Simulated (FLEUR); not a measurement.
# Collinear magnetic orders of CuPd (Skaergaardite) with FLEUR, part 2 of 2

Does CuPd (Skaergaardite) prefer parallel or opposed moments?

FLEUR MaX-R8.1; LDA (VWN); all-electron FLAPW, Dirac cores, scalar-relativistic bands.

So far. Step 2 (Run 1 (ferro ++)): After 25 cycles the seed has died away: no moment is left. Step 3 (Start 2: antiferro q=(0,0,1/2) +-+-): It ends in the same state without moments as the first start; the 1.5e-5 meV a seeded atom between them is numerical noise.

The database entry behind the starting cell differs from later determinations by our own check (about 0.35 % long), so it need not match the best structure at ambient conditions.

### 4. Start 3: antiferro q=(1/2,1/2,1/2) +-+-

Reversing part of the moments tests the sign of the couplings between them.

The cell is doubled to 4 atoms to hold this order. The mesh is halved along the doubled vector, so that both cells sample the same points. The k list default-1 (kpts.xml, not shown) is a Γ-centred 5×10×10 mesh.

inp.xml

```
<?xml version="1.0" encoding="UTF-8" standalone="no"?>
<fleurInput fleurInputVersion="0.39">
   <comment>
      CuPd
   </comment>
   <calculationSetup>
      <cutoffs Kmax="3.6" Gmax="10.8" GmaxXC="10.8" numbands="0"/>
      <scfLoop itmax="90" minDistance="0.00002" maxIterBroyd="15" imix="Anderson" alpha="0.05" precondParam="0.0" spinf="2.0" sdNocoIR="T"/>
      <coreElectrons ctail="T" frcor="F" kcrel="0" coretail_lmax="0"/>
      <xcFunctional name="vwn" relativisticCorrections="F"/>
      <magnetism jspins="2"/>
      <soc l_soc="F" theta="0.0" phi="0.0" spav="F"/>
      <expertModes spex="0" secvar="F"/>
      <geometryOptimization l_f="F" forcealpha="1.0" forcemix="BFGS" epsdisp="0.00001" epsforce="0.00001"/>
      <ldaU l_linMix="F" mixParam="0.05" spinf="1.0"/>
   </calculationSetup>
   <cell>
      <bzIntegration valenceElectrons="54.0" mode="hist" fermiSmearingEnergy="0.00110248">
         <kPointListSelection listName="default-1"/>
         <xi:include xmlns:xi="http://www.w3.org/2001/XInclude" href="kpts.xml"> </xi:include>
      </bzIntegration>
      <xi:include xmlns:xi="http://www.w3.org/2001/XInclude" href="sym.xml"> </xi:include>
      <bulkLattice scale="1.0">
         <bravaisMatrix>
            <row-1>   11.2930033206095999     0.0000000000000000     0.0000000000000000</row-1>
            <row-2>    5.6465016603047999     5.6465016603047999     0.0000000000000000</row-2>
            <row-3>    5.6465016603047999     0.0000000000000000     5.6465016603047999</row-3>
         </bravaisMatrix>
      </bulkLattice>
   </cell>
   <atomSpecies>
      <species name="Copper (Cu.500" element="Cu" atomicNumber="29">
         <mtSphere radius="2.38" gridPoints="787" logIncrement="0.016"/>
         <atomicCutoffs lmax="8" lnonsphr="6"/>
         <electronConfig flipSpins="F">
            <coreConfig>(1s1/2) (2s1/2) (2p1/2) (2p3/2) (3s1/2) (3p1/2) (3p3/2)</coreConfig>
            <valenceConfig>(4s1/2) (3d3/2) (3d5/2)</valenceConfig>
            <stateOccupation state="(4s1/2)" spinUp="0.75" spinDown="0.25"/>
         </electronConfig>
         <energyParameters s="4" p="4" d="3" f="4"/>
      </species>
      <species name="Copper (Cu-.500" element="Cu" atomicNumber="29">
         <mtSphere radius="2.38" gridPoints="787" logIncrement="0.016"/>
         <atomicCutoffs lmax="8" lnonsphr="6"/>
         <electronConfig flipSpins="F">
            <coreConfig>(1s1/2) (2s1/2) (2p1/2) (2p3/2) (3s1/2) (3p1/2) (3p3/2)</coreConfig>
            <valenceConfig>(4s1/2) (3d3/2) (3d5/2)</valenceConfig>
            <stateOccupation state="(4s1/2)" spinUp="0.25" spinDown="0.75"/>
         </electronConfig>
         <energyParameters s="4" p="4" d="3" f="4"/>
      </species>
      <species name="Palladium .601" element="Pd" atomicNumber="46">
         <mtSphere radius="2.38" gridPoints="787" logIncrement="0.016"/>
         <atomicCutoffs lmax="8" lnonsphr="6"/>
         <electronConfig flipSpins="F">
            <coreConfig>(1s1/2) (2s1/2) (2p1/2) (2p3/2) (3s1/2) (3p1/2) (3p3/2) (4s1/2) (3d3/2) (3d5/2)</coreConfig>
            <valenceConfig>(4p1/2) (4p3/2) (5s1/2) (4d3/2) (4d5/2)</valenceConfig>
            <stateOccupation state="(5s1/2)" spinUp="0.5" spinDown="0.5"/>
            <stateOccupation state="(4d3/2)" spinUp="1.8005" spinDown="1.7995"/>
            <stateOccupation state="(4d5/2)" spinUp="3.0" spinDown="2.4"/>
         </electronConfig>
         <energyParameters s="5" p="5" d="4" f="4"/>
         <lo type="SCLO" l="1" n="4" eDeriv="0"/>
      </species>
      <species name="Palladium -.601" element="Pd" atomicNumber="46">
         <mtSphere radius="2.38" gridPoints="787" logIncrement="0.016"/>
         <atomicCutoffs lmax="8" lnonsphr="6"/>
         <electronConfig flipSpins="F">
            <coreConfig>(1s1/2) (2s1/2) (2p1/2) (2p3/2) (3s1/2) (3p1/2) (3p3/2) (4s1/2) (3d3/2) (3d5/2)</coreConfig>
            <valenceConfig>(4p1/2) (4p3/2) (5s1/2) (4d3/2) (4d5/2)</valenceConfig>
            <stateOccupation state="(5s1/2)" spinUp="0.5" spinDown="0.5"/>
            <stateOccupation state="(4d3/2)" spinUp="1.7995" spinDown="1.8005"/>
            <stateOccupation state="(4d5/2)" spinUp="2.4" spinDown="3.0"/>
         </electronConfig>
         <energyParameters s="5" p="5" d="4" f="4"/>
         <lo type="SCLO" l="1" n="4" eDeriv="0"/>
      </species>
   </atomSpecies>
   <atomGroups>
      <atomGroup species="Copper (Cu.500">
         <relPos label="                   1">.0000000000 .0000000000 .0000000000</relPos>
         <force calculate="T" relaxXYZ="TTT"/>
      </atomGroup>
      <atomGroup species="Copper (Cu-.500">
         <relPos label="                   2">1.000/2.000 .0000000000 .0000000000</relPos>
         <force calculate="T" relaxXYZ="TTT"/>
      </atomGroup>
      <atomGroup species="Palladium .601">
         <relPos label="                   3">-1.000/4.000 1.000/2.000 1.000/2.000</relPos>
         <force calculate="T" relaxXYZ="TTT"/>
      </atomGroup>
      <atomGroup species="Palladium -.601">
         <relPos label="                   4">1.000/4.000 1.000/2.000 1.000/2.000</relPos>
         <force calculate="T" relaxXYZ="TTT"/>
      </atomGroup>
   </atomGroups>
   <output dos="F" band="F" slice="F">
      <bandDOS minEnergy="-.5*Htr" maxEnergy="0.5*Htr" sigma="0.015" storeEVData="T"/>
      <plotting iplot="0" polar="F">
         <plot TwoD="T" vec1="  1.0  0.0  0.0" vec2="  0.0  1.0  0.0" vec3="  0.0  0.0  1.0" zero="  0.0  0.0  0.0" file="plot"/>
      </plotting>
      <moessbauerParams electricFieldGradient="F" isomerShift="F" coreHyperfine="F" valenceHyperfine="F"/>
   </output>
</fleurInput>
```

crystal.txt

```
CuPd
&input film=F cartesian=F /
5.97600000000  0.00000000000  0.00000000000
2.98800000000  2.98800000000  0.00000000000
2.98800000000  0.00000000000  2.98800000000
1.8897261246
1.0 1.0 1.0

4
29 0.00000000000  0.00000000000  0.00000000000 : 0.500
29 0.50000000000  0.00000000000  0.00000000000 : -0.500
46 0.75000000000  0.50000000000  0.50000000000 : 0.601
46 0.25000000000  0.50000000000  0.50000000000 : -0.601

&kpt div1=5 div2=10 div3=10 gamma=T /
```

The run is started by

```bash
$ OMP_NUM_THREADS=1 inpgen -f crystal.txt > inpgen.log  # inp.xml is then edited as shown
$ OMP_NUM_THREADS=1 mpirun -n 4 fleur_MPI > fleur.log
```

Output:

```text
[banner, memory and clock lines left out]
Welcome to FLEUR        (www.flapw.de)
      MaX-Release 8.1          (www.max-centre.eu)

 ========== k-point set info ==========
 Selected k-point list: default-1
 k-point list type: mesh
 0 x 0 x 0
 Number of k points: 64

 [... set-up left out ...]
 Iteration:     1   Distance:      36.25110317 me/bohr^3
 Iteration:     2   Distance:      22.03819241 me/bohr^3
 Iteration:     3   Distance:       9.56451867 me/bohr^3
 Iteration:     4   Distance:       7.42158836 me/bohr^3
 Iteration:     5   Distance:       4.34195484 me/bohr^3
[...]
<sumOfEigenvalues value="    -7910.0528892882">
               <coreElectrons value="-7901.2041910682"/>
               <valenceElectrons value="-8.8486982199"/>
            </sumOfEigenvalues>
         [... left out ...]
            <freeEnergy value="-13389.7209163990"/>
            <extrapolationTo0K value="-13389.7208106195"/>
         </totalEnergy>
         <densityConvergence units="me/bohr^3">
            <chargeDensity spin="1" distance="0.0000065978"/>
            <chargeDensity spin="2" distance="0.0000066737"/>
            <overallChargeDensity distance="0.0000123111"/>
            <spinDensity distance="0.0000049572"/>
         </densityConvergence>
      </iteration>
```

Run time: 47 s. Hardware: 4 MPI ranks of Arm Neoverse V2, shared host; peak memory 0.27 GiB.

The spin moment in the muffin-tin sphere vanishes on all atoms.

Read from the output:

* free energy: -364352.8676 eV
* program's band gap on this mesh (in a metal only a level spacing): 0 eV
* final state: non-magnetic

It ends in the same state without moments as the first start; the 1.5e-5 meV a seeded atom between them is numerical noise.

### 5. Order 4, typed as no spin polarisation

Without spin polarisation no moment can form, so the difference from the other runs is what forming moments gains.

The k list default-1 (kpts.xml, not shown) is a Γ-centred 10×10×10 mesh.

inp.xml

```
<?xml version="1.0" encoding="UTF-8" standalone="no"?>
<fleurInput fleurInputVersion="0.39">
   <comment>
      CuPd
   </comment>
   <calculationSetup>
      <cutoffs Kmax="3.6" Gmax="10.8" GmaxXC="10.8" numbands="0"/>
      <scfLoop itmax="90" minDistance="0.00002" maxIterBroyd="15" imix="Anderson" alpha="0.05" precondParam="0.0" spinf="2.0" sdNocoIR="T"/>
      <coreElectrons ctail="T" frcor="F" kcrel="0" coretail_lmax="0"/>
      <xcFunctional name="vwn" relativisticCorrections="F"/>
      <magnetism jspins="1"/>
      <soc l_soc="F" theta="0.0" phi="0.0" spav="F"/>
      <expertModes spex="0" secvar="F"/>
      <geometryOptimization l_f="F" forcealpha="1.0" forcemix="BFGS" epsdisp="0.00001" epsforce="0.00001"/>
      <ldaU l_linMix="F" mixParam="0.05" spinf="1.0"/>
   </calculationSetup>
   <cell>
      <bzIntegration valenceElectrons="27.0" mode="hist" fermiSmearingEnergy="0.00110248">
         <kPointListSelection listName="default-1"/>
         <xi:include xmlns:xi="http://www.w3.org/2001/XInclude" href="kpts.xml"> </xi:include>
      </bzIntegration>
      <xi:include xmlns:xi="http://www.w3.org/2001/XInclude" href="sym.xml"> </xi:include>
      <bulkLattice scale="1.0">
         <bravaisMatrix>
            <row-1>    5.6465016603047999     0.0000000000000000     0.0000000000000000</row-1>
            <row-2>    0.0000000000000000     5.6465016603047999     0.0000000000000000</row-2>
            <row-3>    0.0000000000000000     0.0000000000000000     5.6465016603047999</row-3>
         </bravaisMatrix>
      </bulkLattice>
   </cell>
   <atomSpecies>
      <species name="Copper (Cu)" element="Cu" atomicNumber="29">
         <mtSphere radius="2.38" gridPoints="787" logIncrement="0.016"/>
         <atomicCutoffs lmax="8" lnonsphr="6"/>
         <electronConfig flipSpins="F">
            <coreConfig>(1s1/2) (2s1/2) (2p1/2) (2p3/2) (3s1/2) (3p1/2) (3p3/2)</coreConfig>
            <valenceConfig>(4s1/2) (3d3/2) (3d5/2)</valenceConfig>
            <stateOccupation state="(4s1/2)" spinUp="0.500000" spinDown="0.500000"/>
         </electronConfig>
         <energyParameters s="4" p="4" d="3" f="4"/>
      </species>
      <species name="Palladium (Pd)" element="Pd" atomicNumber="46">
         <mtSphere radius="2.38" gridPoints="787" logIncrement="0.016"/>
         <atomicCutoffs lmax="8" lnonsphr="6"/>
         <electronConfig flipSpins="F">
            <coreConfig>(1s1/2) (2s1/2) (2p1/2) (2p3/2) (3s1/2) (3p1/2) (3p3/2) (4s1/2) (3d3/2) (3d5/2)</coreConfig>
            <valenceConfig>(4p1/2) (4p3/2) (5s1/2) (4d3/2) (4d5/2)</valenceConfig>
            <stateOccupation state="(5s1/2)" spinUp="0.500000" spinDown="0.500000"/>
            <stateOccupation state="(4d3/2)" spinUp="1.800000" spinDown="1.800000"/>
            <stateOccupation state="(4d5/2)" spinUp="2.700000" spinDown="2.700000"/>
         </electronConfig>
         <energyParameters s="5" p="5" d="4" f="4"/>
         <lo type="SCLO" l="1" n="4" eDeriv="0"/>
      </species>
   </atomSpecies>
   <atomGroups>
      <atomGroup species="Copper (Cu)">
         <relPos label="                   1">.0000000000 .0000000000 .0000000000</relPos>
         <force calculate="T" relaxXYZ="TTT"/>
      </atomGroup>
      <atomGroup species="Palladium (Pd)">
         <relPos label="                   2">1.000/2.000 1.000/2.000 1.000/2.000</relPos>
         <force calculate="T" relaxXYZ="TTT"/>
      </atomGroup>
   </atomGroups>
   <output dos="F" band="F" slice="F">
      <bandDOS minEnergy="-.5*Htr" maxEnergy="0.5*Htr" sigma="0.015" storeEVData="T"/>
      <plotting iplot="0" polar="F">
         <plot TwoD="T" vec1="  1.0  0.0  0.0" vec2="  0.0  1.0  0.0" vec3="  0.0  0.0  1.0" zero="  0.0  0.0  0.0" file="plot"/>
      </plotting>
      <moessbauerParams electricFieldGradient="F" isomerShift="F" coreHyperfine="F" valenceHyperfine="F"/>
   </output>
</fleurInput>
```

crystal.txt

```
CuPd
&input film=F cartesian=F /
2.98800000000  0.00000000000  0.00000000000
0.00000000000  2.98800000000  0.00000000000
0.00000000000  0.00000000000  2.98800000000
1.8897261246
1.0 1.0 1.0

2
29 0.00000000000  0.00000000000  0.00000000000
46 0.50000000000  0.50000000000  0.50000000000

&kpt div1=10 div2=10 div3=10 gamma=T /
```

Output:

```text
[banner, memory and clock lines left out]
Welcome to FLEUR        (www.flapw.de)
      MaX-Release 8.1          (www.max-centre.eu)

 ========== k-point set info ==========
 Selected k-point list: default-1
 k-point list type: mesh
 10 x 10 x 10
 Number of k points: 56

 [... set-up left out ...]
 Iteration:     1   Distance:      36.05565731 me/bohr^3
 Iteration:     2   Distance:      21.98845384 me/bohr^3
 Iteration:     3   Distance:       9.56664125 me/bohr^3
 Iteration:     4   Distance:       7.22096187 me/bohr^3
 Iteration:     5   Distance:       4.19272794 me/bohr^3
[...]
<FermiEnergy value="0.3061560622" units="Htr"/>
         [... left out ...]
         <totalEnergy value="    -6694.8603525732" units="Htr">
            <sumOfEigenvalues value="    -3955.0264444385">
               <coreElectrons value="-3950.6020954930"/>
               <valenceElectrons value="-4.4243489455"/>
            </sumOfEigenvalues>
         [... left out ...]
            <freeEnergy value="-6694.8604581789"/>
            <extrapolationTo0K value="-6694.8604053761"/>
         </totalEnergy>
         <densityConvergence units="me/bohr^3">
            <chargeDensity spin="1" distance="0.0000033304"/>
         </densityConvergence>
      </iteration>
```

Run time: 4 s. Hardware: 4 MPI ranks; peak memory 0.15 GiB.

Numbers from this step:

```
free energy                                                       : -182176.4338 eV
program's band gap on this mesh (in a metal only a level spacing) : 0.02294 eV
final state                                                       : non-magnetic (no spin polarisation)
```

It ends in the same state without moments as the first start; the 3.0e-4 meV a seeded atom between them is numerical noise.

### 6. Energies of the orders

Free energies are divided by the number of seeded atoms, so that cells of unlike size compare. Wavevectors q in the names are fractions of the primitive cell's reciprocal vectors.

Orders:

| start | final state | typed order kept | energy over the lowest (meV a seeded atom) | largest sphere moment (μB) | net moment (μB a primitive cell) | mesh matched | CPU time (s) |
| --- | --- | --- | --- | --- | --- | --- | --- |
| ferro ++ | non-magnetic | no | 0 | 0 | 0 | yes | 33.69 |
| antiferro q=(0,0,1/2) +-+- | non-magnetic | no | 0 | 0 | 0 | yes | 167.4 |
| antiferro q=(1/2,1/2,1/2) +-+- | non-magnetic | no | 0 | 0 | 0 | yes | 188.8 |
| no spin polarisation | non-magnetic | - | 3.10e-4 | 0 | 0 | yes | 15.45 |

### 7. Summary of results

```
lowest state found       : non-magnetic (typed antiferro q=(0,0,1/2) +-+-)
largest site spin moment : 0 μB
```

The lowest state carries no moment above 0.15 μB, and no start kept one. Only 4 starts were tried; other patterns of signs, canted and longer-period orders were not.

[Logs and program files are shortened in this print: banners, set-up blocks, solver, clock and traceback lines can be left out without a mark of their own.]

[Logs are printed without paths, hosts, clocks, repeated set-up lines and the standing remarks that a program may print on its own settings, such as how far it seeks lower states.]

[Hosts, paths, dates, database ids (printed as entryN), source tags and the programs' standing remarks are cut or masked in the printed files.]

[Where a cell is said to come from a database of computed structures, the database is the Materials Project.]
